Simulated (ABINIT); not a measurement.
# TlAsF6 (R-3): a self-consistent loop beyond G0W0, cycle by cycle, part 2 of 3

How far does self-consistency move the gap of TlAsF6 (R-3)?

ABINIT 10.8.3; PBEsol and many-body steps on it, plane waves. Known limits of the many-body steps: not at the basis limit; no spin-orbit coupling; coarse k mesh.

So far. Step 5 (evGW0, cycle 1): Against G0W0 in ABINIT (2×2×2 mesh, 153 bands, screening to 130.6 eV, Godby-Needs plasmon pole), the gap moves by +0.647 eV. This first cycle still uses the starting levels; it takes the full correction, at all points of the mesh, and its linearised value is 8.583 eV. Step 6 (evGW0, cycle 2): Against the cycle before, the gap moves by −0.303 eV.

### Step 7. evGW0, cycle 3

Level of this step: evGW0 on PBEsol, plane waves, norm-conserving pseudopotentials (ABINIT).

Input file run.abi:

```
acell 3*1.0 Angstrom
rprim 
  3.720723898783 2.148160944528 2.482723275713
  -3.720723898783 2.148160944528 2.482723275713
  0.000000000000 -4.296321889101 2.482723275674
ntypat 3
znucl 81 33 9
natom 8
typat 1 2 3 3 3 3 3 3
xred 
  0.000000000000 0.000000000000 0.000000000000
  0.500000000000 0.500000000000 0.500000000000
  0.698048100000 0.789498230000 0.423038160000
  0.789498230000 0.423038160000 0.698048100000
  0.210501770000 0.576961840000 0.301951900000
  0.423038160000 0.698048100000 0.789498230000
  0.576961840000 0.301951900000 0.210501770000
  0.301951900000 0.210501770000 0.576961840000
pp_dirpath "pseudos"
pseudos "Tl.upf, As.upf, F.upf"
ecut 44
ngkpt 2 2 2
nshiftk 1
shiftk 0 0 0
kptopt 1
chksymbreak 0
istwfk *1
occopt 1
irdwfk 1
optdriver 4
nband 153
gwcalctyp 10
ecutsigx 44
symsigma 1
nkptgw 4
kptgw 
  0.0000000000 0.0000000000 0.0000000000
  0.5000000000 0.0000000000 0.0000000000
  0.5000000000 0.5000000000 0.0000000000
  0.5000000000 0.5000000000 0.5000000000
bdgw 
  20 54
  20 54
  20 54
  20 54
ecuteps 4.8
irdscr 1
ppmodel 1
irdqps 1
indata_prefix "in"
outdata_prefix "out"
tmpdata_prefix "tmp"
```

Launch:

```
$ OMP_NUM_THREADS=1 mpirun -n 8 abinit run.abi > log
```

The program printed:

```text
.Version 10.8.3 of ABINIT. v10.8.2 released Aug 2026.

 Symmetries : space group R-3 (#148); Bravais hR (rhombohedral)
[... echo of the input left out ...]
== DATASET  1 ==================================================================
-   mpi_nproc: 8, omp_nthreads: 1 (-1 if OMP is not activated)

--- !DatasetInfo
iteration_state: {dtset: 1, }
dimensions: {natom: 8, nkpt: 4, mband: 153, nsppol: 1, nspinor: 1, nspden: 1, mpw: 11210, }
cutoff_energies: {ecut:  44.0, pawecutdg:  -1.0, }
[...]
.  kptgw no:  2; Maximum DeltaE = (  -0.001  -0.000) for band index:  1
.  kptgw no:  3; Maximum DeltaE = (  -0.002   0.000) for band index:  1
.  kptgw no:  4; Maximum DeltaE = (  -0.002   0.000) for band index:  1

== END DATASET(S) ==============================================================
================================================================================

 -outvars: echo values of variables after computation  --------
           etotal      0.0000000000E+00
            nband         153
             nkpt           4
          spgroup         148
 [... the other variables as echoed above ...]

 Calculation completed.
```

Wall time 5.8 min (8 MPI ranks of Arm Neoverse N1, shared host); peak memory 6.2 GiB; 47 min of CPU time.

This step gave:

```
quasiparticle gap on the mesh                         : 8.946 eV
gap of the density functional on the mesh             : 4.749 eV
k of the valence top                                  : 0.5, 0.5, 0
k of the conduction bottom                            : 0.5, 0, 0
least direct quasiparticle gap on the computed points : 8.98 eV
```

Against the cycle before, the gap moves by +0.019 eV.

### Step 8. evGW0, cycle 4

run.abi is that of step 7.

The program printed:

```text
.Version 10.8.3 of ABINIT. v10.8.2 released Aug 2026.

 Symmetries : space group R-3 (#148); Bravais hR (rhombohedral)
[... echo of the input left out ...]
== DATASET  1 ==================================================================
-   mpi_nproc: 8, omp_nthreads: 1 (-1 if OMP is not activated)

--- !DatasetInfo
iteration_state: {dtset: 1, }
dimensions: {natom: 8, nkpt: 4, mband: 153, nsppol: 1, nspinor: 1, nspden: 1, mpw: 11210, }
cutoff_energies: {ecut:  44.0, pawecutdg:  -1.0, }
[...]
.  kptgw no:  2; Maximum DeltaE = (  -0.000  -0.000) for band index:  6
.  kptgw no:  3; Maximum DeltaE = (   0.000   0.000) for band index:  1
.  kptgw no:  4; Maximum DeltaE = (   0.000   0.000) for band index:  1

== END DATASET(S) ==============================================================
================================================================================

 -outvars: echo values of variables after computation  --------
           etotal      0.0000000000E+00
            nband         153
             nkpt           4
          spgroup         148
 [... the other variables as echoed above ...]

 Calculation completed.
```

The job ended after 4.7 min (8 MPI ranks; peak memory 6.3 GiB; 37 min of CPU time).

This step gave:

```
quasiparticle gap on the mesh                         : 8.946 eV
gap of the density functional on the mesh             : 4.749 eV
k of the valence top                                  : 0.5, 0.5, 0
k of the conduction bottom                            : 0.5, 0, 0
least direct quasiparticle gap on the computed points : 8.98 eV
```

Against the cycle before, the gap moves by +0.000 eV.

### Step 9. Screening, 2×2×2 mesh, 153 bands, screening to 130.6 eV

This step: RPA screening on PBEsol, plane waves, norm-conserving pseudopotentials.

Edit run.abi of step 8 so:

```diff
@@ -29,22 +29,13 @@
 irdwfk 1
-optdriver 4
+optdriver 3
 nband 153
+ecuteps 4.8
+inclvkb 2
+awtr 1
+symchi 1
 gwcalctyp 10
-ecutsigx 44
-symsigma 1
-nkptgw 4
-kptgw 
-  0.0000000000 0.0000000000 0.0000000000
-  0.5000000000 0.0000000000 0.0000000000
-  0.5000000000 0.5000000000 0.0000000000
-  0.5000000000 0.5000000000 0.5000000000
-bdgw 
-  20 54
-  20 54
-  20 54
-  20 54
-ecuteps 4.8
-irdscr 1
-ppmodel 1
-irdqps 1
+mbpt_sciss 4.679 eV
+nqptdm 1
+qptdm 
+  0 0 0
 indata_prefix "in"
```

The program printed:

```text
.Version 10.8.3 of ABINIT. v10.8.2 released Aug 2026.

 Symmetries : space group R-3 (#148); Bravais hR (rhombohedral)
[... echo of the input left out ...]
== DATASET  1 ==================================================================
-   mpi_nproc: 8, omp_nthreads: 1 (-1 if OMP is not activated)

--- !DatasetInfo
iteration_state: {dtset: 1, }
dimensions: {natom: 8, nkpt: 4, mband: 153, nsppol: 1, nspinor: 1, nspden: 1, mpw: 11210, }
cutoff_energies: {ecut:  44.0, pawecutdg:  -1.0, }
electrons: {nelect:   8.60000000E+01, charge:   0.00000000E+00, occopt:   1.00000000E+00, tsmear:   1.00000000E-02, }

 SCREENING: Calculation of the susceptibility and dielectric matrices

 Based on a program developped by R.W. Godby, V. Olevano, G. Onida, and L. Reining.
 Incorporated in ABINIT by V. Olevano, G.-M. Rignanese, and M. Torrent.
.Using double precision arithmetic ; gwpc =  8

[... cell and pseudopotentials left out ...]
--------------------------------------------------------------------------------

 ==== K-mesh for the wavefunctions ====
 Number of points in the irreducible wedge :     4
[... list of points left out ...]
 Together with  6 symmetry operations and time-reversal symmetry
 yields     8 points in the full Brillouin Zone.

 ==== Q-mesh for the screening function ====
 Number of points in the irreducible wedge :     4
[... list of points left out ...]
 Together with  6 symmetry operations and time-reversal symmetry
 yields     8 points in the full Brillouin Zone.

 setmesh: FFT mesh size selected  =    40x   40x   40
          total number of points  =        64000

 vcoul_init : cutoff-mode = AUXILIARY_FUNCTION
 q-points for optical limit:   1
     1)      0.000010    0.000020    0.000030

 Dielectric matrix will be calculated only for some
 selected q points provided by the user through the input variables
 nqptdm and qptdm

- screening: taking advantage of time-reversal symmetry
- Maximum band index for partially occupied states nbvw = 43
- Remaining bands to be divided among processors   nbcw = 110
- Number of bands treated by each node ~13

 rdqps: reading QP wavefunctions of the previous step
        looking for file in_QPS
 file not found, 1st iteration initialized with KS eigenelements

 screening : performing a first self-consistency
 update of the energies in W by a scissor operator
 applying a scissor operator of [eV] :   4.679

 Number of electrons calculated from density =   86.0000; Expected =   86.0000
 average of density, n =  0.107036
 r_s =    1.3066
 omega_plasma =   31.5587 [eV]

 calculating chi0 at frequencies [eV] :
  1    0.000000E+00    0.000000E+00
  2    0.000000E+00    3.155874E+01

--------------------------------------------------------------------------------
  q-point number  1        q = ( 0.000000, 0.000000, 0.000000) [r.l.u.]
--------------------------------------------------------------------------------
[... chi0 elements left out ...]
 For q-point:  0.000010 0.000020 0.000030
  dielectric constant =   2.0572
  dielectric constant without local fields =   2.3019

  Average fulfillment of the sum rule on Im[epsilon] for q-point    1 :     46.19  [%]
[... wings left out ...]
== END DATASET(S) ==============================================================
================================================================================

 -outvars: echo values of variables after computation  --------
           etotal      0.0000000000E+00
            nband         153
             nkpt           4
          spgroup         148
 [... the other variables as echoed above ...]

 Calculation completed.
```

Elapsed: 58 s, on 8 MPI ranks; peak memory 3.4 GiB.

Numbers from this step:

```
ε∞ with local fields, on this mesh, along the program's q direction : 2.057
the same without local fields                                       : 2.302
plasma frequency                                                    : 31.56 eV
plane waves in the screening matrix                                 : 407
```

This screening uses the functional's bands under a rigid shift, the mean opening of the cycle before.

### Step 10. Screening, 2×2×2 mesh, 153 bands, screening to 130.6 eV

This step: RPA screening on PBEsol from quasiparticle energies, plane waves, norm-conserving pseudopotentials.

Edit run.abi of step 9 so:

```diff
@@ -35,7 +35,9 @@
 symchi 1
+irdqps 1
 gwcalctyp 10
-mbpt_sciss 4.679 eV
-nqptdm 1
+nqptdm 3
 qptdm 
-  0 0 0
+  0.5000000000 0.0000000000 0.0000000000
+  0.5000000000 0.5000000000 0.0000000000
+  0.5000000000 0.5000000000 0.5000000000
 indata_prefix "in"
```

Input file mrgscr.stdin:

```
2
merged
q0_SCR
out_SCR
1
```

Launch:

```
$ OMP_NUM_THREADS=1 mpirun -n 8 abinit run.abi > log; mrgscr < mrgscr.stdin
```

The program printed:

```text
.Version 10.8.3 of ABINIT. v10.8.2 released Aug 2026.

 Symmetries : space group R-3 (#148); Bravais hR (rhombohedral)
[... echo of the input left out ...]
== DATASET  1 ==================================================================
-   mpi_nproc: 8, omp_nthreads: 1 (-1 if OMP is not activated)

--- !DatasetInfo
iteration_state: {dtset: 1, }
dimensions: {natom: 8, nkpt: 4, mband: 153, nsppol: 1, nspinor: 1, nspden: 1, mpw: 11210, }
cutoff_energies: {ecut:  44.0, pawecutdg:  -1.0, }
[...]
q-point number  1        q = ( 0.500000, 0.000000, 0.000000) [r.l.u.]
--------------------------------------------------------------------------------
[... chi0 elements left out ...]
  Average fulfillment of the sum rule on Im[epsilon] for q-point    2 :     50.71  [%]

--------------------------------------------------------------------------------
  q-point number  2        q = ( 0.500000, 0.500000, 0.000000) [r.l.u.]
--------------------------------------------------------------------------------
[... chi0 elements left out ...]
  Average fulfillment of the sum rule on Im[epsilon] for q-point    3 :     48.61  [%]

 [... 1 further q-points ...]
```

Wall time 47 s (8 MPI ranks); peak memory 2.7 GiB; 6.2 min of CPU time.

Numbers from this step:

- plasma frequency: 31.56 eV
- plane waves in the screening matrix: 407

This screening reads the quasiparticle levels of the cycle before.

### Step 11. evGW, cycle 1

This step: evGW on PBEsol, plane waves, norm-conserving pseudopotentials.

Edit run.abi of step 10 so:

```diff
@@ -29,12 +29,10 @@
 irdwfk 1
-optdriver 3
+optdriver 4
 nband 153
-ecuteps 4.8
-inclvkb 2
-awtr 1
-symchi 1
-irdqps 1
 gwcalctyp 10
-nqptdm 3
-qptdm 
+ecutsigx 44
+symsigma 1
+nkptgw 4
+kptgw 
+  0.0000000000 0.0000000000 0.0000000000
   0.5000000000 0.0000000000 0.0000000000
@@ -42,2 +40,11 @@
   0.5000000000 0.5000000000 0.5000000000
+bdgw 
+  20 54
+  20 54
+  20 54
+  20 54
+ecuteps 4.8
+irdscr 1
+ppmodel 1
+irdqps 1
 indata_prefix "in"
```

Launch:

```
$ OMP_NUM_THREADS=1 mpirun -n 8 abinit run.abi > log
```

The program printed:

```text
.Version 10.8.3 of ABINIT. v10.8.2 released Aug 2026.

 Symmetries : space group R-3 (#148); Bravais hR (rhombohedral)
[... echo of the input left out ...]
== DATASET  1 ==================================================================
-   mpi_nproc: 8, omp_nthreads: 1 (-1 if OMP is not activated)

--- !DatasetInfo
iteration_state: {dtset: 1, }
dimensions: {natom: 8, nkpt: 4, mband: 153, nsppol: 1, nspinor: 1, nspden: 1, mpw: 11210, }
cutoff_energies: {ecut:  44.0, pawecutdg:  -1.0, }
[...]
.  kptgw no:  2; Maximum DeltaE = (  -0.502   0.000) for band index:  1
.  kptgw no:  3; Maximum DeltaE = (  -0.512   0.000) for band index:  1
.  kptgw no:  4; Maximum DeltaE = (  -0.521   0.000) for band index:  1

== END DATASET(S) ==============================================================
================================================================================

 -outvars: echo values of variables after computation  --------
           etotal      0.0000000000E+00
            nband         153
             nkpt           4
          spgroup         148
 [... the other variables as echoed above ...]

 Calculation completed.
```

It took 5.6 min on 8 MPI ranks; peak memory 6.2 GiB.

Numbers from this step:

```yaml
quasiparticle_gap_on_the_mesh: 9.515 eV
gap_of_the_density_functional_on_the_mesh: 4.749 eV
k_of_the_valence_top: 0.5, 0.5, 0
k_of_the_conduction_bottom: 0.5, 0, 0
least_direct_quasiparticle_gap_on_the_computed_points: 9.562 eV
```

Against G0W0 in ABINIT (2×2×2 mesh, 153 bands, screening to 130.6 eV, Godby-Needs plasmon pole), the gap moves by +0.932 eV.

### Step 12. Screening, 2×2×2 mesh, 153 bands, screening to 130.6 eV

This step: RPA screening on PBEsol, plane waves, norm-conserving pseudopotentials.

Edit run.abi of step 11 so:

```diff
@@ -29,22 +29,13 @@
 irdwfk 1
-optdriver 4
+optdriver 3
 nband 153
+ecuteps 4.8
+inclvkb 2
+awtr 1
+symchi 1
 gwcalctyp 10
-ecutsigx 44
-symsigma 1
-nkptgw 4
-kptgw 
-  0.0000000000 0.0000000000 0.0000000000
-  0.5000000000 0.0000000000 0.0000000000
-  0.5000000000 0.5000000000 0.0000000000
-  0.5000000000 0.5000000000 0.5000000000
-bdgw 
-  20 54
-  20 54
-  20 54
-  20 54
-ecuteps 4.8
-irdscr 1
-ppmodel 1
-irdqps 1
+mbpt_sciss 5.313 eV
+nqptdm 1
+qptdm 
+  0 0 0
 indata_prefix "in"
```

The program printed:

```text
.Version 10.8.3 of ABINIT. v10.8.2 released Aug 2026.

 Symmetries : space group R-3 (#148); Bravais hR (rhombohedral)
[... echo of the input left out ...]
== DATASET  1 ==================================================================
-   mpi_nproc: 8, omp_nthreads: 1 (-1 if OMP is not activated)

--- !DatasetInfo
iteration_state: {dtset: 1, }
dimensions: {natom: 8, nkpt: 4, mband: 153, nsppol: 1, nspinor: 1, nspden: 1, mpw: 11210, }
cutoff_energies: {ecut:  44.0, pawecutdg:  -1.0, }
[...]
[... chi0 elements left out ...]
 For q-point:  0.000010 0.000020 0.000030
  dielectric constant =   2.0220
  dielectric constant without local fields =   2.2536

  Average fulfillment of the sum rule on Im[epsilon] for q-point    1 :     46.98  [%]
[... wings left out ...]
== END DATASET(S) ==============================================================
================================================================================

 -outvars: echo values of variables after computation  --------
           etotal      0.0000000000E+00
            nband         153
             nkpt           4
          spgroup         148
 [... the other variables as echoed above ...]

 Calculation completed.
```

It took 58 s on 8 MPI ranks; peak memory 3.4 GiB.

Numbers from this step:

| Quantity | Value |
| --- | --- |
| ε∞ with local fields, on this mesh, along the program's q direction | 2.022 |
| the same without local fields | 2.254 |
| plasma frequency | 31.56 eV |
| plane waves in the screening matrix | 407 |

This screening uses the functional's bands under a rigid shift, the mean opening of the cycle before.

### Step 13. Screening, 2×2×2 mesh, 153 bands, screening to 130.6 eV

This step: RPA screening on PBEsol from quasiparticle energies, plane waves, norm-conserving pseudopotentials.

Edit run.abi of step 12 so:

```diff
@@ -35,7 +35,9 @@
 symchi 1
+irdqps 1
 gwcalctyp 10
-mbpt_sciss 5.313 eV
-nqptdm 1
+nqptdm 3
 qptdm 
-  0 0 0
+  0.5000000000 0.0000000000 0.0000000000
+  0.5000000000 0.5000000000 0.0000000000
+  0.5000000000 0.5000000000 0.5000000000
 indata_prefix "in"
```

mrgscr.stdin is that of step 10.

Launch:

```
$ OMP_NUM_THREADS=1 mpirun -n 8 abinit run.abi > log; mrgscr < mrgscr.stdin
```

The program printed:

```text
.Version 10.8.3 of ABINIT. v10.8.2 released Aug 2026.

 Symmetries : space group R-3 (#148); Bravais hR (rhombohedral)
[... echo of the input left out ...]
== DATASET  1 ==================================================================
-   mpi_nproc: 8, omp_nthreads: 1 (-1 if OMP is not activated)

--- !DatasetInfo
iteration_state: {dtset: 1, }
dimensions: {natom: 8, nkpt: 4, mband: 153, nsppol: 1, nspinor: 1, nspden: 1, mpw: 11210, }
cutoff_energies: {ecut:  44.0, pawecutdg:  -1.0, }
[...]
q-point number  1        q = ( 0.500000, 0.000000, 0.000000) [r.l.u.]
--------------------------------------------------------------------------------
[... chi0 elements left out ...]
  Average fulfillment of the sum rule on Im[epsilon] for q-point    2 :     51.71  [%]

--------------------------------------------------------------------------------
  q-point number  2        q = ( 0.500000, 0.500000, 0.000000) [r.l.u.]
--------------------------------------------------------------------------------
[... chi0 elements left out ...]
  Average fulfillment of the sum rule on Im[epsilon] for q-point    3 :     49.51  [%]

 [... 1 further q-points ...]
```

Elapsed: 39 s, on 8 MPI ranks; peak memory 2.7 GiB; 5.2 min of CPU time.

This step gave:

```
plasma frequency                    : 31.56 eV
plane waves in the screening matrix : 407
```

This screening reads the quasiparticle levels of the cycle before.

### Step 14. evGW, cycle 2

This step: evGW on PBEsol, plane waves, norm-conserving pseudopotentials.

Edit run.abi of step 13 so:

```diff
@@ -29,12 +29,10 @@
 irdwfk 1
-optdriver 3
+optdriver 4
 nband 153
-ecuteps 4.8
-inclvkb 2
-awtr 1
-symchi 1
-irdqps 1
 gwcalctyp 10
-nqptdm 3
-qptdm 
+ecutsigx 44
+symsigma 1
+nkptgw 4
+kptgw 
+  0.0000000000 0.0000000000 0.0000000000
   0.5000000000 0.0000000000 0.0000000000
@@ -42,2 +40,11 @@
   0.5000000000 0.5000000000 0.5000000000
+bdgw 
+  20 54
+  20 54
+  20 54
+  20 54
+ecuteps 4.8
+irdscr 1
+ppmodel 1
+irdqps 1
 indata_prefix "in"
```

Launch:

```
$ OMP_NUM_THREADS=1 mpirun -n 8 abinit run.abi > log
```

The program printed:

```text
.Version 10.8.3 of ABINIT. v10.8.2 released Aug 2026.

 Symmetries : space group R-3 (#148); Bravais hR (rhombohedral)
[... echo of the input left out ...]
== DATASET  1 ==================================================================
-   mpi_nproc: 8, omp_nthreads: 1 (-1 if OMP is not activated)

--- !DatasetInfo
iteration_state: {dtset: 1, }
dimensions: {natom: 8, nkpt: 4, mband: 153, nsppol: 1, nspinor: 1, nspden: 1, mpw: 11210, }
cutoff_energies: {ecut:  44.0, pawecutdg:  -1.0, }
[...]
.  kptgw no:  2; Maximum DeltaE = (  -0.063   0.000) for band index:  6
.  kptgw no:  3; Maximum DeltaE = (   0.021  -0.000) for band index: 11
.  kptgw no:  4; Maximum DeltaE = (  -0.045  -0.001) for band index: 21

== END DATASET(S) ==============================================================
================================================================================

 -outvars: echo values of variables after computation  --------
           etotal      0.0000000000E+00
            nband         153
             nkpt           4
          spgroup         148
 [... the other variables as echoed above ...]

 Calculation completed.
```

Wall time 5.1 min (8 MPI ranks); peak memory 6.3 GiB; 41 min of CPU time.

This step gave:

```
quasiparticle gap on the mesh                         : 9.566 eV
gap of the density functional on the mesh             : 4.749 eV
k of the valence top                                  : 0.5, 0.5, 0
k of the conduction bottom                            : 0.5, 0, 0
least direct quasiparticle gap on the computed points : 9.616 eV
```

Against the cycle before, the gap moves by +0.051 eV.

[end of part 2 of 3]

[Paths, hosts, dates, memory and timing lines, banners, echoed tables and standing remarks are left out of the program output.]

[Logs are printed without paths, hosts, clocks, repeated set-up lines and the standing remarks that a program may print on its own settings, such as how far it seeks lower states.]

[Runs of the session that timed out or met a known fault of the program may be left out.]

[Hosts, paths, dates, database ids (printed as entryN), source tags and the programs' standing remarks are cut or masked in the printed files.]

[G0W0 gaps are taken among the corrected bands and points alone; a level outside them can change the order at an edge.]

[Where Ansatz stands beside ABINIT at settings called matched, ABINIT's density can come from a denser mesh and the files from another edition; pairs whose starting gaps differed by over 0.03 eV were left out, so agreement reads better than it is.]
